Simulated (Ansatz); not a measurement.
# Lattice dynamics of LuTlSeO (built on the sites of a database entry of LuTlSe2), part 2 of 2

Aim: the vibrations of LuTlSeO (built on the sites of a database entry of LuTlSe2), their spectra, and whether the structure is stable.

Ansatz 0.2.0; DFT PBEsol, scalar-relativistic, plane waves, PAW.

So far. Step 4 (Tight relaxation): The largest force component left is 0.12 meV/Å and the pressure is 0.002 GPa, within the tolerances set. The cell now holds 21.84 Å³/atom. The relaxed cell has a = 3.645, c = 22.783 Å (conventional setting).

The structure was built from a prototype and need not be the compound's stable phase.

**5. Zone-centre response**

The zone centre is the only wavevector solved here; it holds the modes that light can see, as far as symmetry allows. The response to a homogeneous field gives the Born charges and the dielectric tensor, and its change with displacement the Raman tensors.

Contents of input.yaml:

```yaml
crystal:
  lattice:
    - [1.8224206757, 1.0521733802, 7.5942187311]
    - [-1.8224206757, 1.0521733802, 7.5942187311]
    - [0.0, -2.1043518228, 7.5942180297]
  atoms:
    - { symbol: Lu, position: [0.0158677737, 0.0158677737, 0.0158677737] }
    - { symbol: Tl, position: [0.5094194126, 0.5094194126, 0.5094194126] }
    - { symbol: O, position: [0.7102160812, 0.7102160812, 0.7102160812] }
    - { symbol: Se, position: [0.2644967324, 0.2644967324, 0.2644967324] }
kpoints:
  mp_grid: { grid: [9, 9, 9] }
hamiltonian:
  xc: pbesol
scf:
  occupations: { method: fixed }
output:
  eigenvalues: true
phonons:
  method: dfpt
  dielectric: true
  rigid_motions: translations
  raman: true
```

Run with:

```console
> ansatz run input.yaml --threads 8 --pin off --max-ram 14336MiB --backend cpu --events-out ev --progress --plain --runs-dir out
```

Numbers of over 12 decimals in the logs are rounded to 6 here.

Output:

```text
[...]
Crystal: 4 atoms, lattice volume = 87.372 Å³
Basis set: ecut = 420 eV, 1675 PW (Γ), exchange–correlation on 108×108×108 points (8 copies of the dense FFT grid, shifted against one another)
Bands: 36, of which v1, the nominal top of the filled ones, is band 30 counted from 1 (29 counted from 0)
Symmetry: 6 space group operations
k-points: 205 of 729 (irreducible under 2 space group operations, time reversal used)
[...]
SCF iter   1: F=—  HF=-31896.908277 eV  |F-HF|=—  |Δ(HF+E_count)|=         —  Δρ=8.46e-3  dr2=7.50e-2  ethr=1.77e-3  ⟨swp⟩=5.1  Hψ=28531  notcnv=0  defer=614
[...]
SCF iter  13: F=-31896.889931 eV  HF=-31896.889931 eV  |F-HF|=1.09e-11  |Δ(HF+E_count)|=  5.82e-11  Δρ=1.65e-7  dr2=2.25e-11  ethr=1.00e-12  ⟨swp⟩=7.0  Hψ=52468  notcnv=0
SCF 1 converged in 13 iterations: F = -31896.889931 eV  dr2 = 2.25e-11
[...]
NSCF: frozen V_eff on 113 k-points
DFPT response loops at Γ: preconditioner auto → Resta (q_TF=auto, 2.563 Å⁻¹)  ε∞=10.4 (no band partly filled); β = 1.00, the filter's whole step (`scf.mixing.beta` (0.50) is not read by the response loops at its default; to damp them type it under 1.00, their step now; it binds the ground state too); Broyden in place of MSR1
── the response to a field inside a basis, on 12×12×12 k-points: an SCF that follows is theirs, and a resumed run solves both again ──
Bands: 31, of which v1, the nominal top of the filled ones, is band 30 counted from 1 (29 counted from 0)
k-points: 182
[...]
Eigensolver: Dense (182 Hₖ)
SCF iter   1: F=—  HF=-31896.862061 eV  |F-HF|=—  |Δ(HF+E_count)|=         —  Δρ=2.41e-4  dr2=1.27e-5  ethr=1.00e-1
[...]
SCF iter   9: F=-31896.862065 eV  HF=-31896.862065 eV  |F-HF|=2.18e-11  |Δ(HF+E_count)|=  1.09e-11  Δρ=6.77e-8  dr2=6.00e-12  ethr=1.00e-12
SCF 1 converged in 9 iterations: F = -31896.862065 eV  dr2 = 6.00e-12
[...]
WARN: field response: ε∞ stands inside a basis, on 12×12×12 points; the force constants stand on the 9×9×9 k-mesh, whose period is 12.34 times the interband length at k = (0.4444, 0.4444, 0.4444), direct gap 1.638 eV, under 14: take them and everything formed from them as unconverged, and compare with a denser kpoints.mp_grid
SCF converged after 13 iterations
Free energy (F): -31896.889931 eV
[...]
Internal energy: -31896.889931 eV  (E = F + TS)
E sigma→0 (E₀):  -31896.889931 eV
Fermi energy:    10.519492 eV
[...]
--- Band table (eV; the first three rows and the last of 205) ---
  k-point 0: bands = [... 26 lower, 7.3287, 7.9402, 10.5060, 10.5060, 14.0443, 14.1390, 14.6948, 14.6948, ... 2 higher]
  k-point 1: bands = [... 26 lower, 7.3247, 8.2933, 9.7770, 10.2946, 13.7525, 14.0479, 14.8832, 15.0799, ... 2 higher]
  k-point 2: bands = [... 26 lower, 7.1735, 8.4622, 9.0649, 9.8511, 12.8528, 13.9405, 14.8123, 15.1847, ... 2 higher]
  k-point 204: bands = [... 26 lower, 6.7935, 9.4615, 9.6104, 10.3043, 12.6687, 14.0412, 14.8266, 14.9645, ... 2 higher]
--- Phonons (Γ-DFPT): 8 representative perturbations + reference, on 205 of 729 k-points (Σ response iterations 34) ---
  k mesh reduced under 2 symmetry operations, with k and −k counted as one. Each operation leaves every solved perturbation unchanged. A smaller set is not considered because the run solves the response to a homogeneous field
  ASR residual: 1.997e-4 → 0.000e0 eV/Å²; symmetrization residual: 4.131e-4 eV/Å²
  ASR residual per site (eV/Å²): 1.06e-4 4.35e-5 2.00e-4 2.91e-5
  Γ frequencies (cm⁻¹): 0.00 0.00 0.00 49.05 49.05 96.85 115.13 115.13 180.32 318.01 357.78 357.78
  ε∞ (high-frequency dielectric tensor):
        8.792322     0.000000     0.000000
        0.000000     8.792322     0.000000
        0.000000     0.000000     6.674009
  ε⁰ (static dielectric tensor: ions relaxed, cell fixed):
       19.785464     0.000000     0.000000
        0.000000    19.785464     0.000001
        0.000000     0.000001    13.671657
  ε⁰ − ε∞ (ionic part):
       10.993142     0.000000     0.000000
        0.000000    10.993142     0.000001
        0.000000     0.000001     6.997648
  softest optical mode at Γ: 49.05 cm⁻¹; the repairs (sum rule, projections) moved no ω² at Γ by more than (9.36 cm⁻¹)²
  Born effective charges Z* (e; rows j = field, columns β = displacement):
    site 0:
         4.42880    0.00000    0.00000
         0.00000    4.42880    0.00000
         0.00000    0.00000    3.56679
    site 1:
         1.70548    0.00000   -0.00000
         0.00000    1.70548    0.00000
         0.00000    0.00000    1.55189
    site 2:
        -3.34829    0.00000   -0.00000
         0.00000   -3.34829   -0.00000
         0.00000   -0.00000   -2.86528
    site 3:
        -2.78599    0.00000    0.00000
         0.00000   -2.78599   -0.00000
         0.00000   -0.00000   -2.25339
  Z* charge neutrality: 6.764e-3 e pre-enforcement
  solved inside a basis spanned on kpoints, on 12×12×12 k-points transformed towards the longest dipole: ε∞ is read to err by 4.2e-2, Z* by 4.1e-2 e (field_mesh: kpoints solves on kpoints); Z* is corrected for what the basis lacks
  Raman tensors (in the event stream and the table raman_tensors.tsv): an entry may err by 4.5e0 Å², one of the second-order susceptibility by 1.4e1 pm/V (basis, points and sum rule); their sum over the sites missed zero by 1.897e-3 Å² ahead of its enforcement
  optical modes at Γ without the LO–TO term, one row a degenerate level:
      ω (cm⁻¹)  modes    IR ((D/Å)²/amu)  static Raman (Å⁴/amu)  depolarisation
         49.05      2             0.1536                 9.7096           0.750
         96.85      1             0.3092               227.9349           0.027
        115.13      2             7.4599                37.4801           0.750
        180.32      1             5.0674                45.2465           0.326
        318.01      1             9.8949               592.1541           0.038
        357.78      2            35.0838               143.1497           0.750
  optical modes at Γ + LO–TO along q̂ = [1.0000, 0.0000, 0.0000]:
      ω (cm⁻¹)  modes    IR ((D/Å)²/amu)  static Raman (Å⁴/amu)  depolarisation
         49.05      1             0.0768                 4.8548           0.750
         49.97      1             0.0138                 2.2938           0.750
         96.85      1             0.3092               227.9349           0.027
        115.13      1             3.7300                18.7401           0.750
        142.98      1             1.7538                 2.7987           0.750
        180.32      1             5.0674                45.2465           0.326
        318.01      1             9.8949               592.1541           0.038
        357.78      1            17.5419                71.5749           0.750
        424.27      1            19.5810                93.7015           0.750
  optical modes at Γ + LO–TO along q̂ = [0.0000, 1.0000, 0.0000]:
      ω (cm⁻¹)  modes    IR ((D/Å)²/amu)  static Raman (Å⁴/amu)  depolarisation
         49.05      1             0.0768                 4.8548           0.750
         49.97      1             0.0138                 2.2938           0.750
         96.85      1             0.3092               227.9349           0.027
        115.13      1             3.7300                18.7401           0.750
        142.98      1             1.7538                 2.7987           0.750
        180.32      1             5.0674                45.2465           0.326
        318.01      1             9.8949               592.1541           0.038
        357.78      1            17.5419                71.5749           0.750
        424.27      1            19.5810                93.7015           0.750
  optical modes at Γ + LO–TO along q̂ = [0.0000, 0.0000, 1.0000]:
      ω (cm⁻¹)  modes    IR ((D/Å)²/amu)  static Raman (Å⁴/amu)  depolarisation
         49.05      2             0.1536                 9.7096           0.750
         99.45      1             0.0624               253.0335           0.007
        115.13      2             7.4599                37.4801           0.750
        209.96      1             1.8166                19.7452           0.136
        357.78      1            17.5419                71.5749           0.750
        357.78      1            17.5419                71.5749           0.750
        380.67      1            13.3925               503.5082           0.041
```

It took 16 min on 8 threads of Arm Neoverse V2, shared host; peak memory 4.4 GiB.

Numbers from this step:

```yaml
sum_rule_residual_before_enforcement: 2.00e-4 eV/Å²
miss_of_the_charge_sum_rule: 0.006764 e
estimated_error_of_the_dielectric_tensor: 0.04218
estimated_error_of_the_born_charges: 0.04149 e
point_group: 3m
highest_optical_mode_at_the_zone_centre_no_lo_to_term: 357.8 cm⁻¹
lowest_optical_zone_centre_mode: 49.05 cm⁻¹
mean_high_frequency_dielectric_constant: 8.086
largest_born_charge_third_of_the_trace: 4.141 e
mean_static_dielectric_constant: 17.75
top_of_the_zone_centre_spectrum_with_the_field: 424.3 cm⁻¹
```

Without the LO-TO term. Patterns of degenerate modes are one choice out of their space. The modes at Γ (shares of kinetic energy by element, %):

```
mode  frequency (cm⁻¹)  symmetry  Lu %  Tl %  O %  Se %
   1               0.0  acoustic    37    43    3    17
   2               0.0  acoustic    37    43    3    17
   3               0.0  acoustic    37    43    3    17
   4              49.0         E    42    53    3     2
   5              49.0         E    42    53    3     2
   6              96.8        A1    39    54    5     2
   7             115.1         E    15     4    0    81
   8             115.1         E    15     4    0    81
   9             180.3        A1    20     3    2    75
  10             318.0        A1     4     1   89     7
  11             357.8         E     6     0   93     0
  12             357.8         E     6     0   93     0
```

Displacements in mode 5 (49.0 cm⁻¹), the largest set to 1:
```
Lu1 -0.96  0.00  0.00
Tl2  1.00  0.00  0.00
O3  -0.88  0.00  0.00
Se4 -0.27  0.00  0.00
```

Displacements in mode 8 (115.1 cm⁻¹), the largest set to 1:
```
Lu1 -0.28  0.00  0.00
Tl2 -0.14  0.00  0.00
O3  -0.09  0.00  0.00
Se4  1.00  0.00  0.00
```

Optical modes at the zone centre, without and with the macroscopic field of the longitudinal modes; each column is sorted by frequency, so a row need not hold one and the same mode. Modes with and without the field, by row:

```
rank among optical modes  no field (cm⁻¹)  q along (1, 0, 0) (cm⁻¹)  q along (0, 0, 1) (cm⁻¹)
                       1               49                        49                        49
                       2               49                        50                        49
                       3             96.8                      96.8                      99.5
                       4            115.1                     115.1                     115.1
                       5            115.1                       143                     115.1
                       6            180.3                     180.3                       210
                       7              318                       318                     357.8
                       8            357.8                     357.8                     357.8
                       9            357.8                     424.3                     380.7
```

Born charge (rows field, columns displacement) (e), principal values of the symmetric part by kind of site:

```
atom  atoms with these values    low  middle   high   mean
 Lu1                        1   3.57    4.43   4.43   4.14
 Tl2                        1   1.55    1.71   1.71   1.65
  O3                        1  -3.35   -3.35  -2.87  -3.19
 Se4                        1  -2.79   -2.79  -2.25  -2.61
```

In full for Lu1:

```
4.43 0.00 0.00
0.00 4.43 0.00
0.00 0.00 3.57
```

High-frequency dielectric tensor:

```
8.79 0.00 0.00
0.00 8.79 0.00
0.00 0.00 6.67
```

Static dielectric tensor (ions relaxed, fixed cell):

```
19.79  0.00  0.00
 0.00 19.79  0.00
 0.00  0.00 13.67
```

Transverse modes. Infrared lines, with heights relative to the strongest:

| position (cm⁻¹) | label | relative intensity |
| --- | --- | --- |
| 49 | E | 0.4 |
| 97 | A1 | 0.9 |
| 115 | E | 21 |
| 180 | A1 | 14 |
| 318 | A1 | 28 |
| 358 | E | 100 |

Activity x (w_L - w)^4 (n + 1)/w, 532 nm, 300 K; the tensors are static ones, while 532 nm light lies above the computed direct gap, where resonance would change the heights; modes without the macroscopic field alone. Raman lines, with heights relative to the strongest:

```csv
position (cm⁻¹),label,relative intensity
49,E,15
97,A1,100
115,E,12
180,A1,6.7
318,A1,36
358,E,7.3
```

Static second-order susceptibility (pm/V), twice the coefficient d of second-harmonic generation. Second order susceptibility, by row:

```
field along     xx      yy      zz     yz     xz     xy
          x      0       0       0      0  64.42  89.56
          y  89.56  -89.56       0  64.42      0      0
          z  64.42   64.42  -110.3      0      0      0
```

Before it was imposed, the acoustic sum rule was missed by 2.0e-4 eV/Å² and the charge sum rule by 0.0068 e. Small misses are needed for a sound result but don't prove that mesh and cutoff are converged. The lowest optical mode is real, 49.0 cm⁻¹.

The log warns of the k mesh: “the force constants stand on the 9×9×9 k-mesh, whose period is 12.34 times the interband length at k = (0.4444, 0.4444, 0.4444), direct gap 1.638 eV, under 14: take them and everything formed from them as unconverged”.

**6. Another isotope, element O, natural mass 15.999 amu**

An isotope changes the mass and not the force constants, so no new electronic calculation is needed; the shifts show which modes move this element.

The same force constants with the mass of O changed from 15.999 to 17.999 u (phonopy, no LO-TO term). Both lists are sorted by frequency; levels can cross, so a row need not hold one and the same mode. Modes under 3 cm⁻¹ are left out. Isotope shifts, by row:

| q | rank | natural mass (cm⁻¹) | changed mass (cm⁻¹) |
| --- | --- | --- | --- |
| 0 0 0 | 4 | 49.05 | 48.95 |
| 0 0 0 | 5 | 49.05 | 48.95 |
| 0 0 0 | 6 | 96.85 | 96.52 |
| 0 0 0 | 7 | 115.1 | 115.1 |
| 0 0 0 | 8 | 115.1 | 115.1 |
| 0 0 0 | 9 | 180.3 | 180 |
| 0 0 0 | 10 | 318 | 301.9 |
| 0 0 0 | 11 | 357.8 | 338.7 |
| 0 0 0 | 12 | 357.8 | 338.7 |

A mode of this element alone would shift by -5.72 %. The highest zone-centre frequency without the field goes from 357.8 to 338.7 cm⁻¹ (-5.3 %). The product of the frequency ratios over all optical modes at Γ is 0.843; the product rule, (m/m′)^(3k/2) (M′/M)^(3/2) with k = 1 such atoms and M the mass of the cell, gives 0.843.

**7. Another isotope, element Se, natural mass 78.971 amu**

The same for Se, from 78.97 to 81.92 u.

The same force constants with the mass of Se changed from 78.971 to 81.917 u (phonopy, no LO-TO term). Both lists are sorted by frequency; levels can cross, so a row need not hold one and the same mode. Modes under 3 cm⁻¹ are left out. Isotope shifts, by row:

```
    q  rank  natural mass (cm⁻¹)  changed mass (cm⁻¹)
0 0 0     4                49.05                49.04
0 0 0     5                49.05                49.04
0 0 0     6                96.85                96.81
0 0 0     7                115.1                113.4
0 0 0     8                115.1                113.4
0 0 0     9                180.3                177.9
0 0 0    10                  318                317.6
0 0 0    11                357.8                357.8
0 0 0    12                357.8                357.8
```

A mode of this element alone would shift by -1.81 %. The highest zone-centre frequency without the field goes from 357.8 to 357.8 cm⁻¹ (-0.0 %). The product of the frequency ratios over all optical modes at Γ is 0.956; the product rule, (m/m′)^(3k/2) (M′/M)^(3/2) with k = 1 such atoms and M the mass of the cell, gives 0.955.

**8. Another isotope, element Tl, natural mass 204.38 amu**

The same for Tl, from 204.38 to 202.97 u.

The same force constants with the mass of Tl changed from 204.380 to 202.972 u (phonopy, no LO-TO term). Both lists are sorted by frequency; levels can cross, so a row need not hold one and the same mode. Modes under 3 cm⁻¹ are left out. Isotope shifts, by row:

```csv
q,rank,natural mass (cm⁻¹),changed mass (cm⁻¹)
0 0 0,4,49.05,49.14
0 0 0,5,49.05,49.14
0 0 0,6,96.85,97.03
0 0 0,7,115.1,115.2
0 0 0,8,115.1,115.2
0 0 0,9,180.3,180.3
0 0 0,10,318,318
0 0 0,11,357.8,357.8
0 0 0,12,357.8,357.8
```

A mode of this element alone would shift by +0.35 %. The highest zone-centre frequency without the field goes from 357.8 to 357.8 cm⁻¹ (+0.0 %). The product of the frequency ratios over all optical modes at Γ is 1.006; the product rule, (m/m′)^(3k/2) (M′/M)^(3/2) with k = 1 such atoms and M the mass of the cell, gives 1.006.

**9. Summary of results**

| Property | Result |
| --- | --- |
| space group after relaxation (within 0.01 Å) | R3m |
| volume per atom | 21.8 Å³ |
| gap on the k-mesh | 0.557 eV |
| highest optical mode at the zone centre (no LO-TO term) | 358 cm⁻¹ |
| top of the zone-centre spectrum with the field | 424 cm⁻¹ |
| lowest optical zone-centre mode | 49.0 cm⁻¹ |
| mean high-frequency dielectric constant | 8.09 |
| mean static dielectric constant | 17.7 |
| largest Born charge (third of the trace) | 4.14 e |
| imaginary modes at Γ (the only wavevector solved) | none |

What this shows: The structure is stable against zone-centre distortions, since no mode there is imaginary; other wavevectors were not solved, so zone-boundary instabilities are untested. Without the field, the optical modes at Γ span 49 to 358 cm⁻¹. No dispersion was computed. The highest mode in this list at Γ, 357.8 cm⁻¹, is mostly motion of O (93 % of the kinetic energy). With the macroscopic field of the longitudinal modes the top of the zone-centre spectrum lies at 424 cm⁻¹, against 358 cm⁻¹ without it. Lattice motion raises the mean dielectric constant from 8.086 to 17.75. The strongest infrared line is at 358 cm⁻¹. Averaged over orientations, the strongest Raman line at 532 nm and 300 K is at 97 cm⁻¹, among the modes without the field; their longitudinal partners can be Raman active too. The tensors are the static, non-resonant ones, while 532 nm light (2.33 eV) lies above the computed gap. With the field response the log warns that the k mesh is coarse for the force constants too, so the frequencies may not be converged. Spin-orbit coupling is left out, which can matter for the heavy elements here. The starting cell was built on a prototype and not taken from a measurement, so the phase need not exist. These are harmonic frequencies at zero temperature: anharmonic shifts, linewidths and thermal expansion are left out.

[Logs are printed without paths, hosts, clocks, repeated set-up lines and the standing remarks that a program may print on its own settings, such as how far it seeks lower states.]

[Hosts, paths, dates, database ids (printed as entryN), source tags and the programs' standing remarks are cut or masked in the printed files.]
